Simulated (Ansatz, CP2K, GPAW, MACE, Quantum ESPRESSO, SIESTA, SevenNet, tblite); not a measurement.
# tblite on random rock-salt alloy of CaS and PbS (64 atoms): settings against a plane-wave reference

How near does tblite come to plane waves for random rock-salt alloy of CaS and PbS (64 atoms)?

Main program and level: tblite 0.8.0; the method is named at each step.

## 1. The starting structure

The cell holds 64 atoms: 24 Ca, 32 S and 8 Pb. Cell: a = 11.503 Å, b = 11.503 Å, c = 11.503 Å, α = 90.0°, β = 90.0°, γ = 90.0°. It derives from CaS (rock-salt), repeated 2×2×2. Rock-salt CaS, 2 x 2 x 2 conventional cells, 8 of 32 Ca sites given to Pb at random (x = 0.250), lattice by Vegard's rule (a = 5.752 Å); not relaxed, displaced by a Gaussian of 0.02 Å. Then every atom was moved at random, 0.02 Å r.m.s. a Cartesian component.

The yardstick, on the same geometry:

```
method                                           : Kohn-Sham DFT, PBE, PAW, plane waves (Ansatz 0.2.0); cutoff 420 eV, Γ point, fermi-dirac smearing of 0.05 eV; PAW set soft_2
r.m.s. force component                           : 0.295 eV/Å
longest force                                    : 1.106 eV/Å
pressure                                         : 2.091 GPa
gap (highest filled to lowest empty level) : 1.891 eV
SCF cycles                                       : 8
time                                             : 8.9 s on 8 threads of Arm Neoverse V2, shared host
CPU time                                         : 62 s
```

## 2. IPEA1-xTB

Method: IPEA1-xTB tight binding, diagonalisation.

run.py

```python
import numpy as np
from ase.io import read
from tblite.ase import TBLite

atoms = read("structure.xyz")
atoms.calc = TBLite(method="IPEA1-xTB", electronic_temperature=580, accuracy=1.0, max_iterations=250, mixer_damping=0.1, verbosity=1)
energy = atoms.get_potential_energy()
forces = atoms.get_forces()
print(f"energy {energy:.6f} eV")
print("forces (eV/A)")
for i, (a, f) in enumerate(zip(atoms, forces)):
    print(f"{i:4d} {a.symbol:2s} {f[0]:10.5f} {f[1]:10.5f} {f[2]:10.5f}")
stress = -atoms.get_stress(voigt=False) * 160.21766
print("stress (GPa, compression positive)")
for row in stress:
    print(" ".join(f"{x:10.4f}" for x in row))
print("charges (e)")
print(np.array2string(atoms.get_charges(), precision=4, suppress_small=True, max_line_width=110, threshold=100000))
```

structure.xyz

```xyz
64
Lattice="11.50300 0.00000 0.00000 0.00000 11.50300 0.00000 0.00000 0.00000 11.50300" Properties=species:S:1:pos:R:3 pbc="T T T"
Ca 0.01817 0.09271 0.02485
S 2.90922 0.05625 0.01254
Pb 11.48229 2.91382 2.86735
S 2.89864 2.88794 2.88495
Ca 2.84412 11.46009 2.89795
S 11.50173 11.50208 2.87149
Ca 2.84561 2.82916 11.50288
S 11.47999 2.86425 0.01242
Pb 0.04222 11.48310 5.70100
S 2.82192 11.47447 5.69767
Ca 11.46354 2.84665 8.66118
S 2.82353 2.88829 8.60045
Ca 2.87759 11.47769 8.56329
S 11.44986 0.00276 8.61264
Pb 2.89933 2.87069 5.74621
S 11.48851 2.89623 5.72884
Ca 11.47942 5.69030 0.04452
S 2.84550 5.77819 11.47827
Ca 11.44525 8.60528 2.87817
S 2.91567 8.60068 2.85689
Ca 2.86620 5.74966 2.87540
S 0.04831 5.75840 2.90002
Pb 2.88219 8.67982 0.03900
S 11.49161 8.67407 0.01645
Pb 11.44652 5.74736 5.73022
S 2.94235 5.75311 5.78509
Ca 0.02186 8.61241 8.63737
S 2.85401 8.64416 8.62944
Ca 2.84446 5.75000 8.64830
S 11.49966 5.70928 8.60574
Ca 2.89496 8.64830 5.77232
S 0.01645 8.64427 5.70215
Ca 5.78417 0.02703 11.49161
S 8.57261 0.01679 11.49909
Pb 5.75323 2.87092 2.85044
S 8.60712 2.87955 2.85240
Ca 8.60585 0.01254 2.89956
S 5.75069 11.49840 2.86356
Ca 8.62690 2.86206 0.03071
S 5.66615 2.87322 0.00299
Ca 5.69226 11.48310 5.70250
S 8.63312 0.00817 5.73540
Ca 5.75162 2.87080 8.60781
S 8.69305 2.89438 8.63691
Ca 8.57135 0.02416 8.62000
S 5.76795 0.01139 8.60896
Ca 8.59090 2.89174 5.76956
S 5.69686 2.86724 5.73390
Ca 5.77876 5.75990 11.50001
S 8.64082 5.73482 0.03405
Ca 5.77416 8.61621 2.93211
S 8.60344 8.61805 2.84136
Pb 8.63691 5.72205 2.88886
S 5.69191 5.75138 2.86126
Ca 8.69190 8.62345 0.02243
S 5.74943 8.67936 0.01035
[... 4 atom lines left out ...]
Pb 8.66429 5.78026 8.58331
S 5.74000 5.77750 8.58745
Ca 8.64727 8.67280 5.76220
S 5.74448 8.59355 5.76059
```

Launch:

```sh
OMP_NUM_THREADS=1 python run.py > output.txt
```

The log of the run:

```text
------------------------------------------------------------
  cycle        total energy    energy error   density error
------------------------------------------------------------
      1     -145.3319634340  -1.4495941E+02   8.5195927E-01
      2     -148.1643789343  -2.8324155E+00   7.0587279E-01
      3     -150.3801619379  -2.2157830E+00   3.9332210E-01
      4     -150.8987503285  -5.1858839E-01   3.4875320E-01
      5     -151.2361772507  -3.3742692E-01   6.8898200E-02
      6     -151.2880103980  -5.1833147E-02   3.6130795E-02
      7     -151.3105676758  -2.2557278E-02   1.4471297E-02
      8     -151.3106903833  -1.2270740E-04   7.2831948E-03
      9     -151.3118840899  -1.1937067E-03   5.2002421E-03
     10     -151.3120397136  -1.5562367E-04   3.2841090E-03
     11     -151.3122370746  -1.9736095E-04   1.5107489E-03
     12     -151.3122690737  -3.1999122E-05   2.4622394E-04
     13     -151.3122689230   1.5072692E-07   2.3531448E-04
     14     -151.3122696313  -7.0838468E-07   1.4822341E-04
     15     -151.3122698070  -1.7563508E-07   6.5352110E-05
     16     -151.3122698462  -3.9169123E-08   2.4858839E-05
     17     -151.3122698513  -5.1028053E-09   6.8042891E-06
------------------------------------------------------------
 total:                                   3.605 sec
energy -4117.416585 eV
forces (eV/A)
   0 Ca   -0.27634   -0.28806   -0.08755
   1 S    -0.11320    0.17599    0.01658
   2 Pb    0.02046   -0.28467   -0.22321
   3 S    -0.32256   -0.09676   -0.54335
   4 Ca    0.05110    0.11676   -0.23525
   5 S     0.17844   -0.34072   -0.41100
   6 Ca    0.11113    0.19950    0.11239
   7 S     0.00523    0.11554   -0.30681
   8 Pb   -0.44993   -0.34529    0.25185
   9 S     0.71655   -0.20174    0.14736
  10 Ca   -0.00544   -0.03717   -0.21088
  11 S     0.13972   -0.22857    0.44613
  12 Ca    0.06384    0.00922    0.11053
  13 S     0.35599   -0.09444    0.38889
  14 Pb   -0.13997    0.16272    0.03393
  15 S    -0.51973    0.11139    0.70216
  16 Ca   -0.19613    0.10503   -0.10437
  17 S     0.10907   -0.40107    0.19515
  18 Ca    0.08929    0.14522   -0.00924
  19 S    -0.16784    0.10497    0.62047
  20 Ca    0.00987   -0.07409   -0.13331
  21 S    -0.12273    0.35125   -0.54617
  22 Pb   -0.06607   -0.06717   -0.15376
  23 S    -0.21786   -0.18418   -0.09611
[...]
56 Ca    0.15228    0.10487   -0.01000
  57 S    -0.63849   -0.02163    0.25736
  58 Ca   -0.06671    0.11156   -0.03161
  59 S     0.12022    0.47694    0.02994
  60 Pb   -0.17051   -0.10952    0.12497
  61 S    -0.29924   -0.05179    0.18361
  62 Ca    0.26876   -0.05629   -0.00037
  63 S     0.12631    0.08058   -0.00835
stress (GPa, compression positive)
   -8.3858    -0.1517     0.1110
   -0.1517    -8.2525     0.0714
    0.1110     0.0714    -8.0039
charges (e)
[ 0.3958 -0.3904  0.4192 -0.4838  0.4116 -0.3686  0.3676 -0.366   0.423  -0.3542  0.3806 -0.4038  0.422
 -0.3956  0.3653 -0.473   0.3922 -0.4111  0.3919 -0.3993  0.3841 -0.3486  0.382  -0.3979  0.4183 -0.4025
  0.4111 -0.3932  0.3823 -0.3732  0.3752 -0.4688  0.4165 -0.4045  0.4236 -0.4492  0.3881 -0.3822  0.4185
 -0.3762  0.3994 -0.3973  0.3966 -0.3902  0.3981 -0.3922  0.3837 -0.3712  0.4122 -0.477   0.3929 -0.3841
  0.4212 -0.3745  0.3985 -0.3898  0.3836 -0.4433  0.4207 -0.371   0.4317 -0.3918  0.4192 -0.4023]
```

It took 4.1 s on 1 thread of Arm Neoverse V2, shared host; peak memory 0.13 GiB.

Banners, paths, timers and routine set-up lines are dropped from the logs unmarked, and long logs keep their key lines alone; longer cuts are marked.

Numbers from this run, and their distance from the reference:

```yaml
r_m_s_force_component: 0.2376 eV/Å
r_m_s_difference_of_force_components: 146.9 meV/Å
longest_difference_of_force_vectors: 525 meV/Å
force_difference_over_r_m_s_force: 49.78 %
slope_of_forces_against_the_reference_s: 0.7006
correlation_of_force_components: 0.8696
pressure: -8.214 GPa
pressure_difference: -10.3 GPa
```

Length of the force difference by element (eV/Å):

```tsv
element	atoms	mean	most
Ca	24	0.23	0.40
Pb	8	0.30	0.53
S	32	0.23	0.35
```

The surroundings of Pb53, one of the 8 Pb atoms, nearest first, numbered as they follow in the input and with coordinates relative to it.

```tsv
atom	x	y	z	distance (Å)	bonds	Mulliken charge (e)	Fx	Fy	Fz (eV/Å)
Pb53	0.00	0.00	0.00	0.00	6	0.42	-0.12	0.25	-0.51
S36	-0.03	-2.84	-0.04	2.84	6	-0.45	0.29	-0.62	0.22
S50	0.00	0.01	-2.85	2.85	6	-0.48	-0.17	-0.09	-0.13
S58	0.02	0.03	2.86	2.86	6	-0.44	-0.64	-0.02	0.26
S52	-0.03	2.90	-0.05	2.90	6	-0.38	0.10	0.29	0.25
S22	2.91	0.04	0.01	2.91	6	-0.35	-0.12	0.35	-0.55
S54	-2.94	0.03	-0.03	2.95	6	-0.37	0.15	0.29	0.02
Pb25	2.81	0.03	2.84	4.00	6	0.42	0.39	0.27	0.23
Pb3	2.85	-2.81	-0.02	4.00	6	0.42	0.02	-0.28	-0.22
```

Atoms are counted from 1 here, from 0 in the log.

Forces lie 50 % from the reference's, at 0.066 times its CPU time (on 1 against 8 cores).

Further runs of this program without a result: tblite GFN2-xTB (not converged).

## 3. Summary of results

```yaml
force_difference_from_the_reference: tblite IPEA1-xTB, 50 %
its_cpu_time: 4.1 s
```

**Reading.** Tight binding differs by 50 % (tblite IPEA1-xTB); it is another model, with fitted parameters of its own, and the xTB methods hold dispersion. IPEA1-xTB was fitted to ionisation energies and electron affinities, not to forces or charges. One electronic-structure run takes under half the reference's CPU time: tblite IPEA1-xTB, at 50 % in 4.1 s against 62 s; its pressure misses by -10.3 GPa. Periodic xTB results under one method name differ between programs and library versions. The host structure and its lattice constant were typed by rule, without a check against the phase diagram. The reference's pressure of 2.1 GPa belongs to a cell and atoms that aren't relaxed at this level. The electronic-structure runs sample only Γ, in a cell whose shortest periodic width is 12 Å. Spin–orbit coupling is left out, which matters for the levels of the heavy elements.

[Also dropped from logs without a mark: logging warnings of Python, and SIESTA's first energy breakdown and zero terms.]

[Logs are printed without paths, hosts, clocks, repeated set-up lines and the standing remarks that a program may print on its own settings, such as how far it seeks lower states.]

[Hosts, paths, dates, database ids (printed as entryN), source tags and the programs' standing remarks are cut or masked in the printed files.]
